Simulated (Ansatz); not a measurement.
# CdGa2Mo4, from a guessed structure to a relaxed one, part 2 of 2

Starting from a made-up structure for CdGa2Mo4, the aim is the relaxed cell, its shortest contacts and, where a second run follows, its electronic structure.

Ansatz 0.2.0; DFT, PBE, plane-wave PAW, files of the set soft_1, scalar-relativistic, no spin, cell and ions relaxed at zero pressure; PAW set soft_1 (the session's first sound run).

So far: Set-up; Relaxation of the guess. The relaxed cell has a = 5.324, c = 11.062 Å (conventional setting).

### 3. Bands of the relaxed cell

With the geometry fixed, one more self-consistent run, with a narrower smearing and the mesh shown in its input, gives the bands, and its pressure, and its forces where symmetry allows any, show how far the geometry depends on these settings.

This step: DFT, PBE, plane-wave PAW, files of the set soft_1, scalar-relativistic, no spin, bands and density of states at the relaxed cell; PAW set soft_1 (Ansatz 0.2.0).

File input.yaml:

```yaml
crystal:
  lattice:
    - [-2.6618959062, 2.6618959062, 5.5307716973]
    - [2.6618959062, -2.6618959062, 5.5307716973]
    - [2.6618959062, 2.6618959062, -5.5307716973]
  atoms:
    - { symbol: Cd, position: [0.0, 0.0, 0.0] }
    - { symbol: Mo, position: [0.1910771881, 0.5275435063, 0.1243587723] }
    - { symbol: Mo, position: [0.9332815842, 0.8089228119, 0.3364663182] }
    - { symbol: Mo, position: [0.403184734, 0.0667184158, 0.8756412277] }
    - { symbol: Mo, position: [0.4724564937, 0.596815266, 0.6635336818] }
    - { symbol: Ga, position: [0.5, 0.5, 0.0] }
    - { symbol: Ga, position: [0.75, 0.25, 0.5] }
kpoints:
  mp_grid: { grid: [8, 8, 8] }
  band_path:
    path:
      - [[0.0, 0.0, 0.0], [0.5, -0.5, 0.0], [0.5, -0.5, 0.11581923], [0.30790962, -0.30790962, 0.30790962], [0.0, 0.0, 0.0], [0.5, 0.5, -0.5], [0.69209038, 0.30790962, -0.30790962], [0.5, 0.0, 0.0], [0.75, -0.25, -0.25], [0.88418077, 0.11581923, -0.5], [0.5, 0.5, -0.5]]
      - [[0.5, -0.5, 0.0], [0.75, -0.25, -0.25]]
    npoints: 7
scf:
  occupations: { method: fermi_dirac, width: 0.03 }
  n_extra_bands: 11
hamiltonian:
  xc: pbe
  pseudopotentials: { kind: paw, azcp: { folder: soft_1 } }
output:
  forces: true
  stress: true
  write_bands: true
  dos: { projected: true }
  write_density: true
  write_potential: true
  elf: true
  volumetric_format: npy
```

Started as:

```
ansatz run input.yaml --threads 4 --pin off --max-ram 10240MiB --backend cpu --events-out ev --progress --plain --runs-dir out
```

Numbers of over 12 decimals in the logs are rounded to 6 here.

What it wrote:

```text
[...]
Crystal: 7 atoms, lattice volume = 156.757 Å³
Basis set: ecut = 420 eV, 3035 PW (Γ), exchange–correlation on 90×90×90 points (8 copies of the dense FFT grid, shifted against one another)
Bands: 62, of which v1, the nominal top of the filled ones, is band 51 counted from 1 (50 counted from 0)
Symmetry: 4 space group operations
[...]
k-points: 78 of 512 (time reversal used)
[...]
SCF iter   1: F=—  HF=-35641.467927 eV  |F-HF|=—  |Δ(HF+E_count)|=         —  Δρ=7.91e-2  dr2=1.33e1  ethr=3.10e-3  ⟨swp⟩=6.0  Hψ=16310  notcnv=0
[...]
SCF iter   9: F=-35638.209660 eV  HF=-35638.209660 eV  |F-HF|=1.24e-8  |Δ(HF+E_count)|=   2.47e-7  Δρ=5.25e-6  dr2=3.62e-8  ethr=9.80e-11  ⟨swp⟩=14.1  Hψ=31138  notcnv=0
SCF 1 converged in 9 iterations: F = -35638.209660 eV  dr2 = 3.62e-8
[...]
NSCF: frozen V_eff on 79 k-points
SCF converged after 9 iterations
Free energy (F): -35638.209660 eV
[...]
Internal energy: -35638.197407 eV  (E = F + TS)
E sigma→0 (E₀):  -35638.203534 eV
Entropy (-TS):   -0.012253 eV (-1.750 meV/atom)
Fermi energy:    11.637313 eV
[...]
--- Forces (eV/Å), atoms counted from 1 ---
  atom   1  Cd    -0.00000000     0.00000000     0.00000000
  atom   2  Mo     0.00466919    -0.00476361    -0.00515371
  atom   3  Mo     0.00476361     0.00466919     0.00515371
  atom   4  Mo    -0.00466919     0.00476361    -0.00515371
  atom   5  Mo    -0.00476361    -0.00466919     0.00515371
  atom   6  Ga    -0.00000000     0.00000000     0.00000000
  atom   7  Ga    -0.00000000     0.00000000     0.00000000
  max |Σ_I F_I| component: 3.38e-17 eV/Å
--- Stress (GPa, compression-positive) ---
       -0.014431       0.000000      -0.000000
       -0.000000      -0.014431       0.000000
       -0.000000       0.000000       0.027615
  P = ⅓ Tr σ = -0.0004 GPa (-0.004 kbar)
--- Band table (eV; the first three rows and the last of 78) ---
  k-point 0: bands = [... 47 lower, 10.7568, 10.7568, 11.0588, 11.4091, 11.4091, 11.7404, 11.9996, 12.6932, ... 7 higher]
  k-point 1: bands = [... 47 lower, 10.6312, 10.9504, 11.0155, 11.2682, 11.4269, 11.9569, 12.0958, 12.6419, ... 7 higher]
  k-point 2: bands = [... 47 lower, 10.5375, 10.5870, 11.0630, 11.4989, 11.9106, 12.2039, 12.3855, 12.7042, ... 7 higher]
  k-point 77: bands = [... 47 lower, 10.3447, 10.3447, 10.5955, 11.1400, 11.6298, 12.2485, 12.2593, 12.2593, ... 7 higher]
```

Run time: 31 s. Hardware: 4 threads of Arm Neoverse V2, shared host; peak memory 1.1 GiB; 2.1 min of CPU time.

Numbers from this step:

- free energy: -35638.2097 eV
- energy at zero smearing: -35638.2035 eV
- smearing term TS: 0.01225 eV
- pressure: -4.16e-4 GPa

From bands.tsv, the bands that come nearest the Fermi level along the path, at its corners, in eV from the Fermi level:

```
point  band 48  band 49  band 50  band 51  band 52  band 53  band 54  band 55
    Γ    -0.88    -0.88    -0.58    -0.23    -0.23     0.10     0.36     1.06
    X    -1.65    -1.11    -0.76    -0.15     0.65     0.74     0.98     1.14
    Y    -1.36    -1.17    -0.48    -0.02     0.21     0.64     1.08     1.17
    S    -1.21    -0.87    -0.41    -0.03     0.23     0.47     0.74     1.06
    Γ    -0.88    -0.88    -0.58    -0.23    -0.23     0.10     0.36     1.06
    Z    -1.29    -1.29    -1.04    -0.50    -0.01     0.61     0.62     0.62
   S1    -1.21    -0.87    -0.41    -0.03     0.23     0.47     0.74     1.06
    N    -1.02    -0.74    -0.44    -0.28     0.29     0.32     0.67     1.24
    P    -1.51    -0.83    -0.80    -0.51     0.69     0.96     0.99     1.09
   Y1    -1.36    -1.17    -0.48    -0.02     0.21     0.64     1.08     1.17
    Z    -1.29    -1.29    -1.04    -0.50    -0.01     0.61     0.62     0.62
    X    -1.65    -1.11    -0.76    -0.15     0.65     0.74     0.98     1.14
    P    -1.51    -0.83    -0.80    -0.51     0.69     0.96     0.99     1.09
```

States per cell as run, both spins, in windows of 1 eV, from dos.tsv (zero at the Fermi level):

| from | to | total |
| --- | --- | --- |
| -8 | -7 | 0.78 |
| -7 | -6 | 2.29 |
| -6 | -5 | 0.94 |
| -5 | -4 | 2.30 |
| -4 | -3 | 5.93 |
| -3 | -2 | 7.23 |
| -2 | -1 | 7.03 |
| -1 | 0 | 5.55 |
| 0 | 1 | 6.43 |
| 1 | 2 | 7.02 |

Below -8 eV lie 70.0 more states.

ELF in the ac plane of the cell as run, not the conventional one, at fractional y = 0.500, with atoms of Mo and Ga within 0.2 Å of it. It is the smooth field of the valence electrons, not physical close to the nuclei.

Values, 10 rows by 16 columns, each cell a mean:
```
0.39 0.55 0.41 0.26 0.36 0.33 0.15 0.06 0.15 0.33 0.44 0.37 0.34 0.43 0.38 0.22
0.25 0.20 0.21 0.33 0.32 0.28 0.28 0.34 0.37 0.30 0.21 0.25 0.43 0.50 0.40 0.29
0.18 0.15 0.20 0.30 0.39 0.43 0.40 0.36 0.38 0.35 0.22 0.29 0.44 0.42 0.37 0.28
0.07 0.09 0.20 0.33 0.35 0.33 0.50 0.68 0.71 0.51 0.29 0.39 0.39 0.31 0.20 0.11
0.08 0.16 0.25 0.22 0.21 0.50 0.69 0.64 0.44 0.27 0.36 0.37 0.25 0.12 0.06 0.05
0.19 0.27 0.25 0.18 0.28 0.47 0.44 0.32 0.31 0.37 0.31 0.19 0.10 0.07 0.08 0.12
0.28 0.36 0.37 0.34 0.37 0.38 0.31 0.27 0.30 0.31 0.26 0.22 0.21 0.22 0.22 0.22
0.32 0.34 0.34 0.49 0.60 0.51 0.22 0.22 0.38 0.37 0.31 0.30 0.37 0.35 0.24 0.22
0.29 0.45 0.64 0.58 0.68 0.48 0.32 0.40 0.28 0.20 0.25 0.32 0.40 0.25 0.18 0.27
0.37 0.68 0.66 0.60 0.42 0.37 0.34 0.14 0.08 0.08 0.29 0.41 0.31 0.22 0.30 0.28
```
Columns run along a (6.7 Å), rows up along c (6.7 Å). Atoms in or near the plane, at fractional coordinates: Mo at (0.19, 0.12), Ga at (0.50, 0.00).

Electrostatic potential energy in the ac plane of the cell as run, not the conventional one, at fractional y = 0.500, with atoms of Mo and Ga within 0.2 Å of it. With pseudopotentials it is smooth inside the atoms' cores, unlike the true potential.

Values in eV, 10 rows by 16 columns, each cell a mean:
```
 -9 -17  -9   4   9   4  17  20  15   7  10  13  13  14  12   6
  9  10  12  13   9   3   6   6   6   8   9  11  13  12  11   9
 14  15  15  14  12  11   8   0 -12 -12   0   9  11  11  12  13
 16  16  16  15  13   5 -18 -40 -42 -19   3  10  11  12  14  15
 16  16  15  13   5 -19 -42 -41 -19   4  12  13  14  15  15  16
 16  16  14  10   1 -11 -11   0  10  14  15  15  15  16  16  16
 15  15  13   9   4   1   5  10  14  15  15  15  15  15  16  16
 14  11   0 -20 -32 -24  -1  10  12  11   9  10  13  14  15  14
  8 -14 -42 -49 -45 -18   6   7   8  11   5   5  12  13  13  12
-11 -43 -48 -39 -13   5   6  16  20  19   6   9  13  13  12   9
```
Columns run along a (6.7 Å; values clipped at the 3rd and 97th percentile), rows up along c (6.7 Å). Atoms in or near the plane, at fractional coordinates: Mo at (0.19, 0.12), Ga at (0.50, 0.00).

Valence density in the ac plane of the cell as run, not the conventional one, at fractional y = 0.500, with atoms of Mo and Ga within 0.2 Å of it. It is the smooth field of the valence electrons, not physical close to the nuclei.

Values in e/Å³, 10 rows by 16 columns, each cell a mean:
```
 1  2  1  0  0  1  3 16  9  1  0  0  0  0  0  0
 0  0  0  0  0  0  1  1  0  0  0  0  0  0  0  0
 0  0  0  0  0  0  0  1  1  1  1  0  0  0  0  0
 0  0  0  0  0  0  2  4  4  2  0  0  0  0  0  0
 0  0  0  0  0  2  4  4  2  0  0  0  0  0  0  0
 0  0  0  0  1  1  1  1  0  0  0  0  0  0  0  0
 0  0  0  0  1  1  0  0  0  0  0  0  0  0  0  0
 0  0  1  2  3  2  1  0  0  0  0  0  0  0  0  0
 0  2  5  6  5  2  0  0  1  2  1  0  0  0  0  0
 1  4  6  4  1  0  1  9 27  9  1  0  0  0  0  0
```
Columns run along a (6.7 Å), rows up along c (6.7 Å). Atoms in or near the plane, at fractional coordinates: Mo at (0.19, 0.12), Ga at (0.50, 0.00).

### 4. What came out

* space group, relaxed: I-4
* conventional cell: a = 5.324, b = 5.324, c = 11.062 Å; α = 90.0°, β = 90.0°, γ = 90.0°
* volume per atom: 22.39 Å³ (guess 19.85)

What this shows: CdGa2Mo4 relaxes to I-4 with a = 5.324, b = 5.324 and c = 11.062 Å. The guessed volume was 11 % too small. The space group I-4 was held in the relaxation, so the end point is a stationary structure within it and may be a saddle against distortions or other arrangements. Bands cross the Fermi level, so it is a metal or semimetal at this level. On the 8×8×8 mesh with the narrower smearing (relaxed on 7×7×7) the largest force component is 0.005 eV/Å and the largest stress component is 0.028 GPa, within the relaxation's thresholds of 0.015 eV/Å and 0.05 GPa. The cutoff wasn't tested. No dispersion term is used, so weakly bound directions may come out too long. The runs have no spin, and magnetism wasn't tested. Nothing here tests whether the compound is stable against decomposition.

[Logs are printed without paths, hosts, clocks, repeated set-up lines and the standing remarks that a program may print on its own settings, such as how far it seeks lower states.]

[Hosts, paths, dates, database ids (printed as entryN), source tags and the programs' standing remarks are cut or masked in the printed files.]
